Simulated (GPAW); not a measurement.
# Near-edge structure at the Se K edge of zinc-blende (ZnSe)₁₋ₓ(CdSe)ₓ at x = 0.125

What does the Se K edge look like in zinc-blende (ZnSe)₁₋ₓ(CdSe)ₓ at x = 0.125?

Program: GPAW 26.7.0. Level of theory: X-ray absorption from dipole matrix elements to empty bands, plane-wave PAW LDA. Results are calculated unless marked as measured.

This is a report of a sequence of runs, with most program output left out.

**1. The starting structure**

The cell holds 16 atoms: 7 Zn, 8 Se and 1 Cd. Cell: a = 8.083 Å, b = 8.083 Å, c = 8.083 Å, α = 60.0°, β = 60.0°, γ = 60.0°. 16-atom zinc-blende cell, 1 of 8 Zn sites taken by Cd at random, lattice constants typed for the ends and interpolated (Vegard).

Structure file:

```cif
data_structure
_symmetry_space_group_name_H-M 'P 1'
_symmetry_Int_Tables_number 1
_cell_length_a 8.0833
_cell_length_b 8.0833
_cell_length_c 8.0833
_cell_angle_alpha 60.000
_cell_angle_beta 60.000
_cell_angle_gamma 60.000
_cell_volume 373.46
loop_
_atom_site_label
_atom_site_type_symbol
_atom_site_fract_x
_atom_site_fract_y
_atom_site_fract_z
_atom_site_occupancy
Zn1 Zn 0.99949 0.00015 0.99886 1
Se2 Se 0.12702 0.12542 0.12652 1
Zn3 Zn 0.99898 0.99921 0.50030 1
Se4 Se 0.12493 0.12403 0.62484 1
Zn5 Zn 0.00249 0.50207 0.99726 1
Se6 Se 0.12601 0.62579 0.12177 1
Zn7 Zn 0.00205 0.50094 0.49769 1
Se8 Se 0.12359 0.62356 0.62524 1
Cd9 Cd 0.50015 0.00006 0.99917 1
Se10 Se 0.62750 0.12433 0.12339 1
Zn11 Zn 0.50115 0.00182 0.50040 1
Se12 Se 0.62522 0.12628 0.62334 1
Zn13 Zn 0.50364 0.50317 0.99916 1
Se14 Se 0.62283 0.62297 0.12166 1
Zn15 Zn 0.49942 0.50096 0.49724 1
Se16 Se 0.62591 0.62690 0.63115 1
```

**2. Relaxation**

Bond lengths around the absorber set the edge shape, so the atoms are relaxed before any spectrum.

The input, relax.py:

```python
import numpy as np
from ase import Atoms
from ase.parallel import parprint, paropen
from gpaw import GPAW, PW, FermiDirac, Mixer, MixerDif, setup_paths
from ase.optimize import BFGS

atoms = Atoms('ZnSeZnSeZnSeZnSeCdSeZnSeZnSeZnSe',
    cell=[[0, 5.71575, 5.71575],
     [5.71575, 0, 5.71575],
     [5.71575, 5.71575, 0]],
    scaled_positions=[[0.99949, 0.000151, 0.998859],
     [0.127025, 0.125418, 0.126524],
     [0.998978, 0.999208, 0.500305],
     [0.124934, 0.124034, 0.62484],
     [0.002486, 0.502072, 0.997258],
     [0.126015, 0.625785, 0.121772],
     [0.002047, 0.50094, 0.497687],
     [0.123595, 0.623559, 0.625239],
     [0.500148, 0.000058, 0.999173],
     [0.627501, 0.124328, 0.12339],
     [0.50115, 0.001822, 0.500403],
     [0.625218, 0.12628, 0.623337],
     [0.503644, 0.503172, 0.999165],
     [0.622829, 0.622968, 0.121656],
     [0.499423, 0.500955, 0.497236],
     [0.625907, 0.626899, 0.631146]],
    pbc=True)
atoms.calc = GPAW(legacy_gpaw=True, mode=PW(400, force_complex_dtype=True), xc='LDA', setups={},
    kpts={'size': (3, 3, 3), 'gamma': True}, occupations=FermiDirac(0.08),
    charge=0, mixer=Mixer(0.1, 5, 50), maxiter=150,
    convergence={'density': 0.0001, 'eigenstates': 1e-6}, txt='relax.txt')
steps = []
opt = BFGS(atoms, logfile='-')
opt.attach(lambda: steps.append([atoms.get_potential_energy(), float(np.linalg.norm(atoms.get_forces(), axis=1).max())]))
done = opt.run(fmax=0.05, steps=30)
out = dict(done=bool(done), steps=steps, frac=atoms.get_scaled_positions().tolist())
import json
with paropen('out.json', 'w') as f:
    json.dump(out, f)
```

Started as:

```
$ OMP_NUM_THREADS=1 mpirun -n 4 gpaw python relax.py
```

It took 2.7 min on 4 MPI ranks of Intel Xeon Gold 6455B (Sapphire Rapids), shared host; peak memory 0.39 GiB.

In 6 steps the energy fell by 325 meV (energies extrapolated to zero smearing) and the largest force to 0.027 eV/Å. Atom 2 (Se; the text counts from 1, the script from 0) is among those that moved most, by 0.12 Å.

**3. Ground state of the crystal**

A plain self-consistent run shows whether there is a gap, which decides the set-up of the core-hole run.

The input, scf.py:

```python
import numpy as np
from ase import Atoms
from ase.parallel import parprint, paropen
from gpaw import GPAW, PW, FermiDirac, Mixer, MixerDif, setup_paths
from gpaw.test import gen
setup_paths.insert(0, '.')
gen('Se', name='nch1s', xcname='LDA', corehole=(1, 0, 0), write_xml=True)
from gpaw.mpi import world
world.barrier()

atoms = Atoms('ZnSeZnSeZnSeZnSeCdSeZnSeZnSeZnSe',
    cell=[[0, 5.71575, 5.71575],
     [5.71575, 0, 5.71575],
     [5.71575, 5.71575, 0]],
    scaled_positions=[[0.0011986, 0.000439, 0.998823],
     [0.1085585, 0.1310099, 0.130304],
     [0.0003483, 0.9991709, 0.5003847],
     [0.125656, 0.1246771, 0.6242525],
     [0.001409, 0.5007335, 0.9985344],
     [0.1263102, 0.6256774, 0.123119],
     [0.0008276, 0.49992, 0.4982195],
     [0.1256695, 0.6251307, 0.6240864],
     [0.5005774, 0.0001541, 0.999313],
     [0.6312225, 0.1307943, 0.1302099],
     [0.500145, 0.0007602, 0.4999318],
     [0.6307256, 0.1323808, 0.6074142],
     [0.5006624, 0.5001036, 0.9992426],
     [0.6319529, 0.6082532, 0.1300167],
     [0.4999582, 0.5023823, 0.4995065],
     [0.6253392, 0.6260807, 0.6243694]],
    pbc=True)
atoms.calc = calc = GPAW(legacy_gpaw=True, mode=PW(400, force_complex_dtype=True), xc='LDA', setups={1: 'nch1s'},
    kpts={'size': (3, 3, 3), 'gamma': True}, occupations=FermiDirac(0.05),
    charge=0, mixer=Mixer(0.1, 5, 50), maxiter=150,
    convergence={'density': 0.0001, 'eigenstates': 1e-6}, txt='scf.txt')
energy = atoms.get_potential_energy() + calc.get_reference_energy()
ef = calc.get_fermi_level()
out = dict(energy=energy, fermi=ef, forces=atoms.get_forces().tolist())
parprint(f'all-electron energy {energy:.4f} eV, Fermi level {ef:.4f} eV')
ev = np.array([[calc.get_eigenvalues(k, s) for k in range(len(calc.get_ibz_k_points()))] for s in range(calc.get_number_of_spins())])
out['homo'], out['lumo'], out['counts'] = ev[ev < ef].max(), ev[ev > ef].min(), sorted(set((ev < ef).sum((0, 2)).tolist()))
out['filled'] = (ev[:, 0] < ef).sum(1).tolist()
import json
with paropen('out.json', 'w') as f:
    json.dump(out, f)
```

Started as:

```
$ OMP_NUM_THREADS=1 mpirun -n 4 gpaw python scf.py
```

It took 41 s on 4 MPI ranks; peak memory 0.38 GiB; 2.7 min of CPU time.

The mesh shows a gap of 0.90 eV. The excited electron is kept all the same, so that all members of the series, with or without a gap, are treated alike.

**4. Cell without a hole, the energy reference**

The photon energy needs a difference of total energies, so the cell and mesh of the coming hole run are first run without a hole.

Changes to scf.py since step 3:

```diff
@@ -32,3 +32,3 @@
 atoms.calc = calc = GPAW(legacy_gpaw=True, mode=PW(400, force_complex_dtype=True), xc='LDA', setups={1: 'nch1s'},
-    kpts={'size': (3, 3, 3), 'gamma': True}, occupations=FermiDirac(0.05),
+    kpts={'size': (3, 3, 3), 'gamma': True}, occupations=FermiDirac(0.02),
     charge=0, mixer=Mixer(0.1, 5, 50), maxiter=150,
```

Elapsed: 42 s, on 4 MPI ranks; peak memory 0.38 GiB; 2.8 min of CPU time.

Reference energy: -1021747.072 eV with the cores included.

**5. Spectrum with XCH, Se atom 2**

The holes are 8.1 Å apart. In GPAW the data set carries the hole's charge, so charge=0 means a charged cell and charge=-1 a neutral one. The excited electron is kept in the cell, where it fills the lowest empty states and screens the hole. After the field has converged, empty bands are computed with the density fixed and the dipole matrix elements are summed.

The absorber has 3 Zn at 2.44 Å and 1 Cd at 2.59 Å (distorted tetrahedral).

The input, xas.py:

```python
import numpy as np
from ase import Atoms
from ase.parallel import parprint, paropen
from gpaw import GPAW, PW, FermiDirac, Mixer, MixerDif, setup_paths
from gpaw.test import gen
setup_paths.insert(0, '.')
gen('Se', name='fch1s', xcname='LDA', corehole=(1, 0, 1), write_xml=True)
from gpaw.mpi import world
world.barrier()

atoms = Atoms('ZnSeZnSeZnSeZnSeCdSeZnSeZnSeZnSe',
    cell=[[0, 5.71575, 5.71575],
     [5.71575, 0, 5.71575],
     [5.71575, 5.71575, 0]],
    scaled_positions=[[0.0011986, 0.000439, 0.998823],
     [0.1085585, 0.1310099, 0.130304],
     [0.0003483, 0.9991709, 0.5003847],
     [0.125656, 0.1246771, 0.6242525],
     [0.001409, 0.5007335, 0.9985344],
     [0.1263102, 0.6256774, 0.123119],
     [0.0008276, 0.49992, 0.4982195],
     [0.1256695, 0.6251307, 0.6240864],
     [0.5005774, 0.0001541, 0.999313],
     [0.6312225, 0.1307943, 0.1302099],
     [0.500145, 0.0007602, 0.4999318],
     [0.6307256, 0.1323808, 0.6074142],
     [0.5006624, 0.5001036, 0.9992426],
     [0.6319529, 0.6082532, 0.1300167],
     [0.4999582, 0.5023823, 0.4995065],
     [0.6253392, 0.6260807, 0.6243694]],
    pbc=True)
atoms.calc = calc = GPAW(legacy_gpaw=True, mode=PW(400, force_complex_dtype=True), xc='LDA', setups={1: 'fch1s'},
    kpts={'size': (3, 3, 3), 'gamma': True}, occupations=FermiDirac(0.04),
    charge=-1, mixer=Mixer(0.1, 5, 50), maxiter=150,
    convergence={'density': 0.0001, 'eigenstates': 1e-6}, txt='scf.txt')
energy = atoms.get_potential_energy() + calc.get_reference_energy()
ef = calc.get_fermi_level()
out = dict(energy=energy, fermi=ef, forces=atoms.get_forces().tolist())
parprint(f'all-electron energy {energy:.4f} eV, Fermi level {ef:.4f} eV')
ev = np.array([[calc.get_eigenvalues(k, s) for k in range(len(calc.get_ibz_k_points()))] for s in range(calc.get_number_of_spins())])
out['homo'], out['lumo'], out['counts'] = ev[ev < ef].max(), ev[ev > ef].min(), sorted(set((ev < ef).sum((0, 2)).tolist()))
out['filled'] = (ev[:, 0] < ef).sum(1).tolist()

from ase.units import Ha
from gpaw.xas import dipole_matrix_elements
nb = int(calc.get_number_of_electrons() / 2) + 191
top, nb = nb, nb + 8 + nb // 12
nscf = calc.fixed_density(kpts={'size': (4, 4, 4), 'gamma': True}, nbands=nb,
    convergence={'bands': top, 'eigenstates': 5e-3}, maxiter=60, txt='nscf.txt')
cell = atoms.cell.array
ops = [cell.T @ U.T @ np.linalg.inv(cell.T) for U in nscf.wfs.kd.symmetry.op_scc]
filled = [72]  # bands filled in the ground state, by spin
E = np.arange(-6, 30, 0.1)
fwhm = np.interp(E, [4, 25], [2.33, 3.5])
Y, X, zero, highest = 0, 0, 1e9, 1e9
for spin in range(nscf.get_number_of_spins()):
    wfs = nscf.wfs
    mine = wfs.bd.get_slice()  # this rank's bands
    A = dipole_matrix_elements(wfs.setups[1])
    eps = np.zeros((wfs.kd.nibzkpts, nb))
    d = np.zeros((3, A.shape[1], wfs.kd.nibzkpts, nb), complex)
    for kpt in wfs.kpt_u:
        if kpt.s == spin and 1 in kpt.P_ani:
            eps[kpt.k, mine] = kpt.eps_n * Ha
            d[:, :, kpt.k, mine] = (kpt.weight * wfs.nspins / 2) ** 0.5 * np.inner(A, kpt.P_ani[1])
    world.sum(eps)
    world.sum(d)
    T = np.einsum('amkn,bmkn->abkn', d, d.conj()).real
    T = sum(np.einsum('ai,ijkn,bj->abkn', R, T, R) for R in ops) / len(ops)
    empty = np.ones_like(eps, bool) & (np.arange(nb) >= filled[spin])
    zero, highest = min(zero, eps[empty].min()), min(highest, eps[:, top - 1].min())
    lines = [(eps, T, empty)] if spin == 0 else lines + [(eps, T, empty)]
for eps, T, empty in lines:
    f = np.einsum('aakn->akn', T).reshape(3, -1)
    x = eps.ravel() - zero
    w = np.interp(x, E, fwhm) / 2.35482
    g = np.exp(-0.5 * ((E[:, None] - x) / w) ** 2) / (w * (2 * np.pi) ** 0.5)
    Y = Y + (f * empty.ravel()) @ g.T
    X = X + (f * ~empty.ravel()) @ g.T
out.update(E=E.round(2).tolist(), xas=Y.tolist(), xes=X.tolist(), zero=zero, valid=highest - zero, nk=len(eps), nb=nb)
for i in range(0, len(E), 10):
    parprint(f'{E[i]:7.2f}', *(f'{v:10.3e}' for v in Y[:, i]))
import json
with paropen('out.json', 'w') as f:
    json.dump(out, f)
```

Started as:

```
$ OMP_NUM_THREADS=1 mpirun -n 4 gpaw python xas.py
```

The job ended after 4.3 min (4 MPI ranks; peak memory 0.87 GiB; 17 min of CPU time).

The Se K spectrum, Se atom 2, excited-electron core hole (neutral cell) (energy from the bottom of the conduction band, which holds the excited electron; intensity scaled to a mean of 1 over the first 20 eV):

| E (eV) | intensity |
| --- | --- |
| -2.0 | 0.00 |
| -1.5 | 0.00 |
| -1.0 | 0.01 |
| -0.5 | 0.04 |
| 0.0 | 0.10 |
| 0.5 | 0.22 |
| 1.0 | 0.43 |
| 1.5 | 0.71 |
| 2.0 | 1.00 |
| 2.5 | 1.22 |
| 3.0 | 1.35 |
| 3.5 | 1.39 |
| 4.0 | 1.40 |
| 4.5 | 1.40 |
| 5.0 | 1.41 |
| 5.5 | 1.44 |
| 6.0 | 1.49 |
| 6.5 | 1.53 |
| 7.0 | 1.53 |
| 7.5 | 1.46 |
| 8.0 | 1.36 |
| 8.5 | 1.23 |
| 9.0 | 1.10 |
| 9.5 | 0.96 |
| 10.0 | 0.81 |
| 10.5 | 0.68 |
| 11.0 | 0.59 |
| 11.5 | 0.57 |
| 12.0 | 0.60 |
| 12.5 | 0.67 |
| 13.0 | 0.76 |
| 13.5 | 0.85 |
| 14.0 | 0.92 |
| 14.5 | 0.97 |
| 15.0 | 1.00 |
| 15.5 | 1.00 |
| 16.0 | 0.99 |
| 16.5 | 0.98 |
| 17.0 | 0.96 |
| 17.5 | 0.94 |
| 18.0 | 0.91 |
| 18.5 | 0.87 |
| 19.0 | 0.83 |
| 19.5 | 0.79 |
| 20.0 | 0.78 |
| 20.5 | 0.79 |
| 21.0 | 0.83 |
| 21.5 | 0.87 |
| 22.0 | 0.90 |
| 22.5 | 0.92 |
| 23.0 | 0.93 |
| 23.5 | 0.93 |
| 24.0 | 0.94 |
| 24.5 | 0.95 |
| 25.0 | 0.98 |
| 25.5 | 1.01 |
| 26.0 | 1.03 |
| 26.5 | 1.03 |
| 27.0 | 1.01 |
| 27.5 | 0.96 |
| 28.0 | 0.89 |
| 28.5 | 0.83 |
| 29.0 | 0.79 |

Main maxima below 28 eV (height): 6.8 eV (1.53), 15.4 eV (1.00) and 26.2 eV (1.03). A K edge sees empty p states on the absorber.

The energy difference (zero at 12672 eV) isn't read as a photon energy: for so heavy an absorber the terms left out (the hole's spin, the functional's error) amount to tens of eV or more.

**6. Cell without a hole, the energy reference**

The absorbing element, whose data set is made anew, changes for the next run, so it gets a reference energy of its own.

Changes to scf.py since step 4:

```diff
@@ -6,3 +6,3 @@
 setup_paths.insert(0, '.')
-gen('Se', name='nch1s', xcname='LDA', corehole=(1, 0, 0), write_xml=True)
+gen('Zn', name='nch1s', xcname='LDA', corehole=(1, 0, 0), write_xml=True)
 from gpaw.mpi import world
@@ -31,3 +31,3 @@
     pbc=True)
-atoms.calc = calc = GPAW(legacy_gpaw=True, mode=PW(400, force_complex_dtype=True), xc='LDA', setups={1: 'nch1s'},
+atoms.calc = calc = GPAW(legacy_gpaw=True, mode=PW(400, force_complex_dtype=True), xc='LDA', setups={0: 'nch1s'},
     kpts={'size': (3, 3, 3), 'gamma': True}, occupations=FermiDirac(0.02),
```

Started as:

```
$ OMP_NUM_THREADS=1 mpirun -n 4 gpaw python scf.py
```

Elapsed: 43 s, on 4 MPI ranks; peak memory 0.39 GiB.

Reference energy: -1021747.072 eV with the cores included.

**7. Spectrum with XCH, Zn atom 1**

The holes are 8.1 Å apart. The excited electron is kept in the cell, where it fills the lowest empty states and screens the hole. After the field has converged, empty bands are computed with the density fixed and the dipole matrix elements are summed.

The absorber has 2 Se at 2.44 Å and 2 Se at 2.47 Å (tetrahedral).

Changes to xas.py since step 5:

```diff
@@ -6,3 +6,3 @@
 setup_paths.insert(0, '.')
-gen('Se', name='fch1s', xcname='LDA', corehole=(1, 0, 1), write_xml=True)
+gen('Zn', name='fch1s', xcname='LDA', corehole=(1, 0, 1), write_xml=True)
 from gpaw.mpi import world
@@ -31,3 +31,3 @@
     pbc=True)
-atoms.calc = calc = GPAW(legacy_gpaw=True, mode=PW(400, force_complex_dtype=True), xc='LDA', setups={1: 'fch1s'},
+atoms.calc = calc = GPAW(legacy_gpaw=True, mode=PW(400, force_complex_dtype=True), xc='LDA', setups={0: 'fch1s'},
     kpts={'size': (3, 3, 3), 'gamma': True}, occupations=FermiDirac(0.04),
@@ -53,3 +53,3 @@
 E = np.arange(-6, 30, 0.1)
-fwhm = np.interp(E, [4, 25], [2.33, 3.5])
+fwhm = np.interp(E, [4, 25], [1.67, 3.5])
 Y, X, zero, highest = 0, 0, 1e9, 1e9
@@ -58,3 +58,3 @@
     mine = wfs.bd.get_slice()  # this rank's bands
-    A = dipole_matrix_elements(wfs.setups[1])
+    A = dipole_matrix_elements(wfs.setups[0])
     eps = np.zeros((wfs.kd.nibzkpts, nb))
@@ -62,5 +62,5 @@
     for kpt in wfs.kpt_u:
-        if kpt.s == spin and 1 in kpt.P_ani:
+        if kpt.s == spin and 0 in kpt.P_ani:
             eps[kpt.k, mine] = kpt.eps_n * Ha
-            d[:, :, kpt.k, mine] = (kpt.weight * wfs.nspins / 2) ** 0.5 * np.inner(A, kpt.P_ani[1])
+            d[:, :, kpt.k, mine] = (kpt.weight * wfs.nspins / 2) ** 0.5 * np.inner(A, kpt.P_ani[0])
     world.sum(eps)
```

Started as:

```
$ OMP_NUM_THREADS=1 mpirun -n 4 gpaw python xas.py
```

Wall time 4.3 min (4 MPI ranks); peak memory 0.87 GiB.

The Zn K spectrum, Zn atom 1, excited-electron core hole (neutral cell) (energy from the bottom of the conduction band, which holds the excited electron; intensity scaled to a mean of 1 over the first 20 eV):

| E (eV) | isotropic | ε ∥ x | ε ∥ y |
| --- | --- | --- | --- |
| -2.0 | 0.00 | 0.00 | 0.00 |
| -1.4 | 0.00 | 0.00 | 0.00 |
| -0.8 | 0.00 | 0.00 | 0.00 |
| -0.2 | 0.01 | 0.01 | 0.01 |
| 0.4 | 0.04 | 0.04 | 0.05 |
| 1.0 | 0.14 | 0.12 | 0.15 |
| 1.6 | 0.34 | 0.29 | 0.37 |
| 2.2 | 0.66 | 0.56 | 0.70 |
| 2.8 | 0.97 | 0.85 | 1.02 |
| 3.4 | 1.16 | 1.05 | 1.21 |
| 4.0 | 1.41 | 1.34 | 1.45 |
| 4.6 | 1.83 | 1.82 | 1.84 |
| 5.2 | 2.08 | 2.14 | 2.05 |
| 5.8 | 1.87 | 1.95 | 1.83 |
| 6.4 | 1.40 | 1.48 | 1.37 |
| 7.0 | 1.06 | 1.11 | 1.04 |
| 7.6 | 0.96 | 1.00 | 0.94 |
| 8.2 | 1.00 | 1.02 | 0.99 |
| 8.8 | 1.03 | 1.04 | 1.02 |
| 9.4 | 0.98 | 0.99 | 0.97 |
| 10.0 | 0.91 | 0.93 | 0.90 |
| 10.6 | 0.91 | 0.94 | 0.89 |
| 11.2 | 1.02 | 1.05 | 1.01 |
| 11.8 | 1.18 | 1.20 | 1.17 |
| 12.4 | 1.28 | 1.29 | 1.28 |
| 13.0 | 1.27 | 1.27 | 1.28 |
| 13.6 | 1.18 | 1.17 | 1.18 |
| 14.2 | 1.05 | 1.04 | 1.05 |
| 14.8 | 0.92 | 0.91 | 0.93 |
| 15.4 | 0.82 | 0.81 | 0.83 |
| 16.0 | 0.76 | 0.75 | 0.77 |
| 16.6 | 0.76 | 0.75 | 0.76 |
| 17.2 | 0.79 | 0.79 | 0.79 |
| 17.8 | 0.83 | 0.82 | 0.83 |
| 18.4 | 0.84 | 0.83 | 0.84 |
| 19.0 | 0.80 | 0.79 | 0.81 |
| 19.6 | 0.75 | 0.74 | 0.75 |
| 20.2 | 0.72 | 0.72 | 0.72 |
| 20.8 | 0.73 | 0.74 | 0.73 |
| 21.4 | 0.77 | 0.79 | 0.77 |
| 22.0 | 0.81 | 0.83 | 0.80 |
| 22.6 | 0.83 | 0.84 | 0.82 |
| 23.2 | 0.83 | 0.84 | 0.83 |
| 23.8 | 0.83 | 0.84 | 0.83 |
| 24.4 | 0.84 | 0.84 | 0.84 |
| 25.0 | 0.85 | 0.85 | 0.85 |
| 25.6 | 0.87 | 0.87 | 0.87 |
| 26.2 | 0.89 | 0.88 | 0.89 |
| 26.8 | 0.90 | 0.90 | 0.90 |
| 27.4 | 0.90 | 0.90 | 0.90 |
| 28.0 | 0.90 | 0.89 | 0.90 |
| 28.6 | 0.90 | 0.89 | 0.90 |
| 29.2 | 0.89 | 0.88 | 0.90 |

Main maxima below 29 eV (height): 5.2 eV (2.08), 8.8 eV (1.03), 12.6 eV (1.29) and 18.2 eV (0.84). 

The total-energy difference is 9673.00 eV. One term is added: -30.82 eV, since the hole is spin-paired here and a spin-polarised one costs that much less in the free atom (computed apart). The photon energy is then 9642.18 eV. The tabulated edge of the element is 9659 eV. The functional leaves an error in such absolute values: in the free atom LDA prices this hole 19.1 eV below PBE (computed apart), and PBE is itself good to a few eV.

**8. What came out**

```
absorber and edge             : Se K, atom 2 of the ground-state input (counted from 1)
surroundings                  : 3 Zn at 2.44 Å and 1 Cd at 2.59 Å (distorted tetrahedral)
highest intensity below 24 eV : 6.8 eV above the zero, height 1.53
```

What this shows: The Se K edge of atom 2, with 3 Zn at 2.44 Å and 1 Cd at 2.59 Å (distorted tetrahedral), has its highest intensity of the first 24 eV at 6.8 eV above the zero, 1.5 times the mean level of the first 20 eV (Gaussian full width 2.33 eV up to 4 eV, rising linearly to 3.5 eV at 25 eV). The script folds with a Gaussian, whereas the core hole's own line is a Lorentzian, so the onset is too steep and the first peak too high.

[Logs are printed without paths, hosts, clocks, repeated set-up lines and the standing remarks that a program may print on its own settings, such as how far it seeks lower states.]

[Hosts, paths, dates, database ids (printed as entryN), source tags and the programs' standing remarks are cut or masked in the printed files.]

[Lists of maxima count a maximum above −3 eV only where it reaches 4 % of the highest in the window and stands out from its surroundings by 2 % of it (1.5 % where it reaches 55 %); shoulders and weaker maxima are passed over, and of the rest the first, up to two pre-edge ones and the few strongest are named.]
